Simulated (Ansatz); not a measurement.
## SnO2 (Cassiterite): the G0W0 gap against the k mesh

How dense a mesh does GW need for SnO2 (Cassiterite), and how does the time grow?

Program: Ansatz 0.2.0. Level of theory: G0W0 on PBE, plane waves, PAW. Values are calculated unless marked as measured.

### Step 1. The system as given

Symmetry: P4_2/mnm, No. 136, tetragonal system. The conventional cell has a = 4.738 Å, b = 4.738 Å, c = 3.187 Å, α = 90.00°, β = 90.00°, γ = 90.00°. Nearest to Sn lie 6 O at 2.05 to 2.06 Å. Nearest to O lie 3 Sn at 2.05 to 2.06 Å. Farther neighbours, and contacts between anions beyond the nearest, are not listed.

The cell and positions come from the Crystallography Open Database and are kept as given unless a step says otherwise. The default PAW set here is soft_2. Its files were made with PBE.

### Step 2. The 2×2×2 mesh

Now the one-shot GW correction: screening in the RPA, then the self-energy of the levels asked for.

input.yaml

```yaml
crystal:
  lattice:
    - [4.738, 0.0, 0.0]
    - [0.0, 4.738, 0.0]
    - [0.0, 0.0, 3.1865]
  atoms:
    - { symbol: Sn, position: [0.0, 0.0, 0.0] }
    - { symbol: Sn, position: [0.5, 0.5, 0.5] }
    - { symbol: O, position: [0.3071, 0.3071, 0.0] }
    - { symbol: O, position: [0.1929, 0.8071, 0.5] }
    - { symbol: O, position: [0.6929, 0.6929, 0.0] }
    - { symbol: O, position: [0.8071, 0.1929, 0.5] }
kpoints:
  mp_grid: { grid: [2, 2, 2] }
hamiltonian:
  xc: pbe
scf:
  occupations: { method: fixed }
gw:
  n_empty_bands: 162
  ecut_chi: 100
  qp_bands: [v2, c2]
  qp_kpoints: band_edges
  screening: { model: contour_deformation }
```

Started as:

```bash
> ansatz run input.yaml --threads 3 --pin off --max-ram 92160MiB --backend cuda --events-out ev --progress --plain --runs-dir out --devices 1 --max-vram 13GiB
```

Log:

```text
GPUs: using 1 of 1 available (devices: 1).
Engine: ansatz 0.2.0, x86_64-unknown-linux-gnu
Pseudopotentials: kind: paw
Pseudopotential: Sn, paw, valence charge 14, recommended cutoff 420 eV (normal), Sn.paw.azcp
Pseudopotential: O, paw, valence charge 6, recommended cutoff 420 eV (normal), O.paw.azcp
Functional definition: PBE
  parameter kappa = 0.804
  parameter beta = 0.066725
  exchange = pbe_x(kappa = kappa, mu = beta*pi^2/3)
  correlation = pbe_c(beta = beta)
device memory: the entry about to start is reckoned to put 1.1 GiB on a device that reports 68.4 GiB free (of which the cap on the GPU budget leaves the run 13.0 GiB)
GPU FFT provider: cuFFT
GPU libraries: cuBLAS 13.8.2, cuFFT 12.4.0, cuSOLVER 12.3.4
Crystal: 6 atoms, lattice volume = 71.533 Å³
Basis set: ecut = 420 eV, 1411 PW (Γ)
Bands: 32, of which v1, the nominal top of the filled ones, is band 26 counted from 1 (25 counted from 0)
Symmetry: 16 space group operations
Space group: P42/mnm (ITA 136), of the structure as read, at distance tolerance 4.2e-5 Å
k-points: 6 of 8
Non-local potential: Sn, projectors of the file, l = 0: 2, l = 1: 2, l = 2: 2, l = 3: 2
Non-local potential: O, projectors of the file, l = 0: 2, l = 1: 2, l = 2: 1
PAW form: soft (Blöchl's): semilocal exchange-correlation on the pseudo side does not see the compensation charge
PAW one-centre angular grid: Sn, 590 points (default); XC on 64 Gauss nodes
PAW one-centre angular grid: O, 110 points (default); XC on 64 Gauss nodes
Initial density: superposition of atomic densities (neutral atoms: chi_scale 0, normalization atom), corrected by the library's trained network
Initial wavefunctions: pseudopotential atomic-orbital guess
GPU buffer pool allocated for 24576 grid points (all kernels)
GPU transforms: local potential and band sums: pruned to the plane-wave sphere, on 32×32×24
Functional: x = pbe(κ = 0.804, μ = 0.219515), c = pbe(β = 0.066725)
SCF iter   1: F=—  HF=-14317.296310 eV  |F-HF|=—  |Δ(HF+E_count)|=         —  Δρ=7.63e-3  dr2=1.95e-2  ethr=1.77e-3  ⟨swp⟩=4.3  Hψ=718  notcnv=0  defer=22
preconditioner: auto → Resta (q_TF=auto, 2.587 Å⁻¹)  ε∞=3.6  [insulator: Δε(μ)=1.283 eV  Ē_g=19.729 eV  n_scr=18 (ndim 8)  ℏωp=31.7 eV  f_vac=0.027  ε∞_Penn≈3.6]
SCF iter   2: F=—  HF=-14317.293066 eV  |F-HF|=—  |Δ(HF+E_count)|=   3.24e-3  Δρ=3.49e-3  dr2=2.40e-3  ethr=3.76e-5  ⟨swp⟩=2.0  Hψ=340  notcnv=0  defer=24
SCF iter   3: F=—  HF=-14317.293156 eV  |F-HF|=—  |Δ(HF+E_count)|=   9.08e-5  Δρ=1.30e-3  dr2=4.77e-4  ethr=4.62e-6  ⟨swp⟩=2.0  Hψ=192  notcnv=0  defer=24
SCF iter   4: F=—  HF=-14317.293261 eV  |F-HF|=—  |Δ(HF+E_count)|=   1.04e-4  Δρ=1.73e-4  dr2=1.47e-5  ethr=9.16e-7  ⟨swp⟩=2.3  Hψ=263  notcnv=0  defer=24
SCF iter   5: F=—  HF=-14317.293275 eV  |F-HF|=—  |Δ(HF+E_count)|=   1.44e-5  Δρ=2.63e-5  dr2=2.20e-7  ethr=2.82e-8  ⟨swp⟩=2.0  Hψ=285  notcnv=0  defer=12
SCF iter   6: F=-14317.293275 eV  HF=-14317.293275 eV  |F-HF|=9.29e-9  |Δ(HF+E_count)|=   2.42e-7  Δρ=4.07e-6  dr2=9.95e-9  ethr=1.92e-10  ⟨swp⟩=9.7  Hψ=746  notcnv=0
SCF 1 converged in 6 iterations: F = -14317.293275 eV  dr2 = 9.95e-9
[...]
device memory: the entry about to start is reckoned to put 1.6 GiB on a device that reports 69.4 GiB free (of which the cap on the GPU budget leaves the run 13.0 GiB)
NSCF: frozen V_eff on 6 k-points
[...]
device memory: the entry about to start is reckoned to put 3.4 GiB on a device that reports 71.3 GiB free (of which the cap on the GPU budget leaves the run 13.0 GiB)
NSCF: frozen V_eff on 6 k-points
G₀W₀ screening: q 1/6
[... further progress lines ...]
SCF converged after 6 iterations
Free energy (F): -14317.293275 eV
Harris-Foulkes:  -14317.293275 eV  (|F-HF|=9.29e-9)
Internal energy: -14317.293275 eV  (E = F + TS)
E sigma→0 (E₀):  -14317.293275 eV
Fermi energy:    9.596058 eV
--- Per-component energies (eV) ---
  E_band       = -112.694770
  E_kinetic    = 1086.313884
  E_local      = -2862.769304  (includes V_loc(G=0)·N_el)
  E_nonlocal   = 135.296768
  E_hartree    = 1492.724980
  E_xc         = -1054.581723
  E_vxc        = -563.634125  (∫ρ·V_xc dr)
  E_paw        = -8931.436175  (= ΣΔE_a)
  E_vpaw       = -893.358651  (= ΣTr[D̂ρ^β])
  E_aug_tail   = 0.010073  (compensation charges beyond the density's cutoff)
  E_ewald      = -4182.851779
  E_smearing   = -0.000000  (= −TS)
  E_closure    = 0.000000  (closes the sum)
  Σ components = -14317.293275   (vs F -14317.293275, Δ=0.00e0)
--- Band table (eV; the first three rows and the last of 6) ---
  k-point 0: bands = [... 22 lower, 8.3922, 8.8190, 8.8190, 9.5961, 10.8336, 15.7230, 15.9229, 15.9229, ... 2 higher]
  k-point 1: bands = [... 22 lower, 7.9297, 7.9297, 8.3287, 8.3287, 15.8167, 15.8167, 19.3509, 19.3509, ... 2 higher]
  k-point 2: bands = [... 22 lower, 8.4353, 8.4353, 8.9580, 8.9580, 14.0184, 14.0184, 16.6656, 16.6656, ... 2 higher]
  k-point 5: bands = [... 22 lower, 8.6271, 8.6271, 8.7563, 8.7563, 14.4984, 14.4984, 18.4466, 18.4466, ... 2 higher]
--- G₀W₀: contour deformation, 7 samples at zero and on the imaginary axis and 1 off it, 8 q-points, 162 empty bands' worth ---
  eigenvalues of the whole cell's RPA ε∞ on this k-mesh (on a slab, of 1 + 4πα/V) = 7.2709, 8.1096, 8.1096; static W/v taken at q = 0 is 0.129825
  gw.qp_kpoints: band_edges: 6 of 6 stored k-points solved, in 1 pass; an edge of the gap read off the rows below is read off those points alone
  `?` marks the rows in doubt; gw_qp.tsv's column doubts and the gw_qp event give each row's grounds
    ik  band        ε_KS         Σx   Σc(E_QP)       V_xc       Z   E_QP_lin       E_QP  E_QP is
     0    25      8.8190   -26.5032     5.2971   -20.7466  0.7265     8.3531     8.3596  root
     0    26      9.5961   -27.1835     5.5792   -21.1215  0.7268     9.1061     9.1133  root
     0    27     10.8336   -13.8513    -4.0609   -18.5920  0.7851    11.5263    11.5133  root
     0    28     15.7230   -11.7836    -5.0534   -17.7933  0.7647    16.7142    16.6793  root
     1    25      8.3287   -26.3097     5.7545   -19.8959  0.7186     7.6544     7.6695  root
     1    26      8.3287   -26.3097     5.7545   -19.8959  0.7186     7.6544     7.6695  root
     1    27     15.8167   -14.8077    -4.7178   -20.7783  0.7600    17.1361    17.0696  root ?
     1    28     15.8167   -14.8077    -4.7178   -20.7783  0.7600    17.1361    17.0696  root ?
     2    25      8.9580   -26.5767     5.3671   -20.7090  0.7267     8.4496     8.4575  root
     2    26      8.9580   -26.5767     5.3671   -20.7090  0.7267     8.4496     8.4575  root
     2    27     14.0184   -14.5637    -4.2310   -19.7572  0.7651    15.0115    14.9809  root
     2    28     14.0184   -14.5637    -4.2310   -19.7572  0.7651    15.0115    14.9809  root
     3    25      8.9063   -27.2786     4.8241   -22.0820  0.7356     8.5299     8.5339  root
     3    26      8.9063   -27.2786     4.8241   -22.0820  0.7356     8.5299     8.5339  root
     3    27     16.0929   -14.9067    -4.7873   -20.9641  0.7569    17.4305    17.3630  root ?
     3    28     16.0929   -14.9067    -4.7873   -20.9641  0.7569    17.4305    17.3630  root ?
     4    25      8.6899   -26.5706     5.6805   -20.2784  0.7220     8.0654     8.0782  root
     4    26      8.6899   -26.5706     5.6805   -20.2784  0.7220     8.0654     8.0782  root
     4    27     14.4095   -14.3957    -4.5336   -19.9644  0.7653    15.4852    15.4447  root
     4    28     14.4095   -14.3957    -4.5336   -19.9644  0.7653    15.4852    15.4447  root
     5    25      8.7563   -26.6400     5.7570   -20.2799  0.7214     8.1409     8.1532  root
     5    26      8.7563   -26.6400     5.7570   -20.2799  0.7214     8.1409     8.1532  root
     5    27     14.4984   -13.2467    -4.4711   -18.6918  0.7782    15.5051    15.4724  root
     5    28     14.4984   -13.2467    -4.4711   -18.6918  0.7782    15.5051    15.4724  root
```

Run time: 11 s. Hardware: 1 × NVIDIA H100 80GB HBM3 (shared by 6 runs) with 3 threads of AMD EPYC 7R13 (Zen 3), shared host; peak memory 1.1 GiB; 4.5 s of CPU time.

Reading the cycles: dr2 is the Hartree energy of the density residual (eV), the measure of convergence; HF is the Harris–Foulkes estimate of the energy, which meets the free energy F at convergence.

Read from the output:

| Item | Value |
| --- | --- |
| bands summed | 188 |
| RPA ε∞ on this mesh (eigenvalues) | 7.271, 8.110, 8.110 |
| plane waves in the screening matrix | 161 |
| q-points in the mesh | 8 |
| G0W0 gap on the mesh | 2.400 eV |
| k of the valence top | 0, 0, 0 |
| k of the conduction bottom | 0, 0, 0 |
| starting gap on the mesh | 1.238 eV |
| Z at the valence top | 0.7268 |
| Z at the conduction bottom | 0.7851 |
| least direct G0W0 gap on the computed points | 2.400 eV |

The gap on the mesh goes from 1.24 eV to 2.40 eV, a correction of +1.16 eV. Between the two edge states, bare exchange in place of the xc potential would open the gap by 10.80 eV, and correlation takes back 9.64 eV.

### Step 3. The 2×2×4 mesh

Only the mesh changes. It samples the long-range screening, which converges on its own terms.

Changes to input.yaml since step 2:

```diff
@@ -13,3 +13,3 @@
 kpoints:
-  mp_grid: { grid: [2, 2, 2] }
+  mp_grid: { grid: [2, 2, 4] }
 hamiltonian:
```

Log:

```text
GPUs: using 1 of 1 available (devices: 1).
[...]
GPU FFT provider: cuFFT
GPU libraries: cuBLAS 13.8.2, cuFFT 12.4.0, cuSOLVER 12.3.4
Crystal: 6 atoms, lattice volume = 71.533 Å³
Basis set: ecut = 420 eV, 1411 PW (Γ)
Bands: 32, of which v1, the nominal top of the filled ones, is band 26 counted from 1 (25 counted from 0)
Symmetry: 16 space group operations
[...]
k-points: 9 of 16
[...]
GPU buffer pool allocated for 24576 grid points (all kernels)
[...]
SCF iter   1: F=—  HF=-14317.801010 eV  |F-HF|=—  |Δ(HF+E_count)|=         —  Δρ=1.15e-3  dr2=2.76e-4  ethr=1.77e-3  ⟨swp⟩=4.0  Hψ=1115  notcnv=0  defer=36
[...]
SCF iter   6: F=-14317.802751 eV  HF=-14317.802751 eV  |F-HF|=6.32e-9  |Δ(HF+E_count)|=   1.86e-7  Δρ=4.06e-6  dr2=6.14e-9  ethr=1.92e-10  ⟨swp⟩=8.1  Hψ=998  notcnv=0
SCF 1 converged in 6 iterations: F = -14317.802751 eV  dr2 = 6.14e-9
[...]
0    25      8.7623   -26.6047     5.2736   -20.7677  0.7316     8.1885     8.1989  root
     0    26      9.5367   -27.2561     5.5296   -21.1426  0.7324     8.9418     8.9529  root
     0    27     10.8111   -14.1189    -3.7190   -18.5821  0.7952    11.5716    11.5552  root
     0    28     15.6970   -12.1122    -4.6800   -17.8320  0.7797    16.7805    16.7368  root
     2    25      8.2779   -26.3341     5.6611   -19.9242  0.7256     7.5080     7.5291  root
     2    26      8.2779   -26.3341     5.6611   -19.9242  0.7256     7.5080     7.5291  root
     2    27     15.7727   -14.6979    -4.7119   -20.7651  0.7649    17.2078    17.1280  root
     2    28     15.7727   -14.6979    -4.7119   -20.7651  0.7649    17.2078    17.1280  root
[...]
8    25      8.7015   -26.6823     5.6841   -20.3042  0.7269     7.9906     8.0076  root
     8    26      8.7015   -26.6823     5.6841   -20.3042  0.7269     7.9906     8.0076  root
     8    27     14.4696   -13.2246    -4.3840   -18.6862  0.7850    15.5932    15.5473  root
     8    28     14.4696   -13.2246    -4.3840   -18.6862  0.7850    15.5932    15.5473  root
[key lines of the parts left out:]
SCF converged after 6 iterations
Free energy (F): -14317.802751 eV
Fermi energy:    9.536683 eV
```

Wall time 16 s (1 × NVIDIA H100 80GB HBM3 (shared by 6 runs) with 3 threads); peak memory 1.1 GiB.

This step gave:

| Item | Value |
| --- | --- |
| bands summed | 188 |
| RPA ε∞ on this mesh (eigenvalues) | 5.229, 5.840, 5.840 |
| plane waves in the screening matrix | 161 |
| q-points in the mesh | 16 |
| G0W0 gap on the mesh | 2.602 eV |
| k of the valence top | 0, 0, 0 |
| k of the conduction bottom | 0, 0, 0 |
| starting gap on the mesh | 1.274 eV |
| Z at the valence top | 0.7324 |
| Z at the conduction bottom | 0.7952 |
| least direct G0W0 gap on the computed points | 2.602 eV |

Against the run with 2×2×2 mesh, 162 empty bands, screening to 100 eV, the gap moves by +0.20 eV, while the start moved by +0.04 eV.

### Step 4. The 4×4×4 mesh

Changes to input.yaml since step 3:

```diff
@@ -13,3 +13,3 @@
 kpoints:
-  mp_grid: { grid: [2, 2, 4] }
+  mp_grid: { grid: [4, 4, 4] }
 hamiltonian:
```

Log:

```text
GPUs: using 1 of 1 available (devices: 1).
[...]
GPU FFT provider: cuFFT
GPU libraries: cuBLAS 13.8.2, cuFFT 12.4.0, cuSOLVER 12.3.4
Crystal: 6 atoms, lattice volume = 71.533 Å³
Basis set: ecut = 420 eV, 1411 PW (Γ)
Bands: 32, of which v1, the nominal top of the filled ones, is band 26 counted from 1 (25 counted from 0)
Symmetry: 16 space group operations
[...]
k-points: 18 of 64
[...]
2    28     15.7701   -14.7508    -4.5087   -20.7659  0.7878    17.3187    17.2765  root
[...]
17    25      8.6943   -26.6246     5.5471   -20.3046  0.7461     7.9088     7.9215  root
    17    26      8.6943   -26.6246     5.5471   -20.3046  0.7461     7.9088     7.9215  root
    17    27     14.4679   -13.3307    -4.1517   -18.6872  0.8118    15.7000    15.6728  root
    17    28     14.4679   -13.3307    -4.1517   -18.6872  0.8118    15.7000    15.6728  root
[key lines of the parts left out:]
SCF converged after 6 iterations
Free energy (F): -14317.829556 eV
Fermi energy:    9.528859 eV
```

Run time: 11 s. Hardware: 1 × NVIDIA H100 80GB HBM3 (shared by 6 runs) with 3 threads; peak memory 1.2 GiB.

Read from the output:

* bands summed: 188
* RPA ε∞ on this mesh (eigenvalues): 4.508, 4.508, 4.758
* plane waves in the screening matrix: 161
* G0W0 gap on the mesh: 2.747 eV
* k of the valence top: 0, 0, 0
* k of the conduction bottom: 0, 0, 0
* starting gap on the mesh: 1.281 eV
* least direct G0W0 gap on the computed points: 2.747 eV

Against the run with 2×2×4 mesh, 162 empty bands, screening to 100 eV, the gap moves by +0.14 eV.

### Step 5. The 4×4×6 mesh

Changes to input.yaml since step 4:

```diff
@@ -13,3 +13,3 @@
 kpoints:
-  mp_grid: { grid: [4, 4, 4] }
+  mp_grid: { grid: [4, 4, 6] }
 hamiltonian:
```

Log:

```text
GPUs: using 1 of 1 available (devices: 1).
[...]
GPU FFT provider: cuFFT
GPU libraries: cuBLAS 13.8.2, cuFFT 12.4.0, cuSOLVER 12.3.4
Crystal: 6 atoms, lattice volume = 71.533 Å³
Basis set: ecut = 420 eV, 1411 PW (Γ)
Bands: 32, of which v1, the nominal top of the filled ones, is band 26 counted from 1 (25 counted from 0)
Symmetry: 16 space group operations
[...]
k-points: 24 of 96
[...]
17    28     14.6026   -14.7886    -4.0482   -20.1262  0.7989    15.9263    15.8919  root ?
    23    25      8.6927   -26.6276     5.5413   -20.3055  0.7474     7.8996     7.9120  root
    23    26      8.6927   -26.6276     5.5413   -20.3055  0.7474     7.8996     7.9120  root
    23    27     14.4669   -13.3304    -4.1415   -18.6870  0.8130    15.7079    15.6820  root
    23    28     14.4669   -13.3304    -4.1415   -18.6870  0.8130    15.7079    15.6820  root
[key lines of the parts left out:]
SCF converged after 6 iterations
Free energy (F): -14317.838248 eV
Fermi energy:    9.527099 eV
```

Elapsed: 15 s, on 1 × NVIDIA H100 80GB HBM3 (shared by 6 runs) with 3 threads; peak memory 1.3 GiB; 15 s of CPU time.

This step gave:

* bands summed: 188
* RPA ε∞ on this mesh (eigenvalues): 4.380, 4.380, 4.577
* plane waves in the screening matrix: 161
* G0W0 gap on the mesh: 2.760 eV
* k of the valence top: 0, 0, 0
* k of the conduction bottom: 0, 0, 0
* starting gap on the mesh: 1.282 eV
* least direct G0W0 gap on the computed points: 2.760 eV

Against the run with 4×4×4 mesh, 162 empty bands, screening to 100 eV, the gap moves by +0.013 eV.

### Step 6. The 6×6×8 mesh

Changes to input.yaml since step 5:

```diff
@@ -13,3 +13,3 @@
 kpoints:
-  mp_grid: { grid: [4, 4, 6] }
+  mp_grid: { grid: [6, 6, 8] }
 hamiltonian:
```

Log:

```text
GPUs: using 1 of 1 available (devices: 1).
[...]
GPU FFT provider: cuFFT
GPU libraries: cuBLAS 13.8.2, cuFFT 12.4.0, cuSOLVER 12.3.4
Crystal: 6 atoms, lattice volume = 71.533 Å³
Basis set: ecut = 420 eV, 1411 PW (Γ)
Bands: 32, of which v1, the nominal top of the filled ones, is band 26 counted from 1 (25 counted from 0)
Symmetry: 16 space group operations
[...]
k-points: 50 of 288
[...]
1    28     16.0127   -12.7488    -4.5863   -18.6406  0.7995    17.3480    17.3181  root
[...]
49    25      8.6922   -26.6217     5.5302   -20.3056  0.7488     7.8948     7.9064  root
    49    26      8.6922   -26.6217     5.5302   -20.3056  0.7488     7.8948     7.9064  root
    49    27     14.4668   -13.3442    -4.1134   -18.6870  0.8155    15.7151    15.6962  root
    49    28     14.4668   -13.3442    -4.1134   -18.6870  0.8155    15.7151    15.6962  root
[key lines of the parts left out:]
SCF converged after 6 iterations
Free energy (F): -14317.839578 eV
Fermi energy:    9.526633 eV
```

Elapsed: 71 s, on 1 × NVIDIA H100 80GB HBM3 (shared by 6 runs) with 3 threads; peak memory 1.6 GiB; 1.9 min of CPU time.

Numbers from this step:

| Property | Result |
| --- | --- |
| bands summed | 188 |
| RPA ε∞ on this mesh (eigenvalues) | 4.250, 4.250, 4.528 |
| plane waves in the screening matrix | 161 |
| G0W0 gap on the mesh | 2.760 eV |
| k of the valence top | 0, 0, 0 |
| k of the conduction bottom | 0, 0, 0 |
| starting gap on the mesh | 1.282 eV |
| least direct G0W0 gap on the computed points | 2.760 eV |

Against the run with 4×4×6 mesh, 162 empty bands, screening to 100 eV, the gap moves by +0.0001 eV.

### Step 7. The meshes together

Times are wall times on 1 × NVIDIA H100 80GB HBM3 (shared by 6 runs) with 3 threads of AMD EPYC 7R13 (Zen 3), shared host, good to a factor of about two.

| mesh | points | irreducible | start (eV) | G0W0 (eV) | shift (eV) | RPA ε∞ (mean) | time |
| --- | --- | --- | --- | --- | --- | --- | --- |
| 2×2×2 | 8 | 6 | 1.238 | 2.400 | +1.162 | 7.83 | 11 s |
| 2×2×4 | 16 | 9 | 1.274 | 2.602 | +1.328 | 5.64 | 16 s |
| 4×4×4 | 64 | 18 | 1.281 | 2.747 | +1.466 | 4.59 | 11 s |
| 4×4×6 | 96 | 24 | 1.282 | 2.760 | +1.478 | 4.45 | 15 s |
| 6×6×8 | 288 | 50 | 1.282 | 2.760 | +1.478 | 4.34 | 71 s |

### Step 8. What came out

| Item | Value |
| --- | --- |
| 2×2×2 | 2.400 eV (shift +1.162) |
| 2×2×4 | 2.602 eV (shift +1.328) |
| 4×4×4 | 2.747 eV (shift +1.466) |
| 4×4×6 | 2.760 eV (shift +1.478) |
| 6×6×8 | 2.760 eV (shift +1.478) |
| settings | PBE start, 162 empty bands, 100 eV |

What this shows: The shift is +1.16 eV on 2×2×2 and +1.48 eV on 6×6×8; the last step moves it by −0.0003 eV. The RPA ε∞ (mean) ranges from 4.34 to 7.83 and ends at 4.34; the coarsest mesh overstates it. From 8 to 288 points the time grows 6.6-fold. Bands and cutoff are modest here, so the values stand short of the basis limit. The many-body steps are scalar-relativistic: spin-orbit coupling is not in them.

[Long decimals in the printed logs are rounded to 6 places.]

[Logs are printed without paths, hosts, clocks, repeated set-up lines and the standing remarks that a program may print on its own settings, such as how far it seeks lower states.]

[Paths, hosts, dates, memory and timing lines, banners, echoed tables and standing remarks are left out of the program output; an Ansatz launch command may be rebuilt from the run's recorded settings. Measured values are a selection of at most five: reports struck by readers or far from the other reports are left out. None is set beside runs whose start may be inverted or whose files or cutoffs have a known fault.]

[Runs of the session that timed out or met a known fault of the program may be left out.]

[Cells called generated may have been cut or substituted from an entry of the Crystallography Open Database or the Materials Project.]

[Hosts, paths, dates, database ids (printed as entryN), source tags and the programs' standing remarks are cut or masked in the printed files.]

[Where the starting crystal was built by hand or by swapping elements, it need not be the compound's stable phase.]
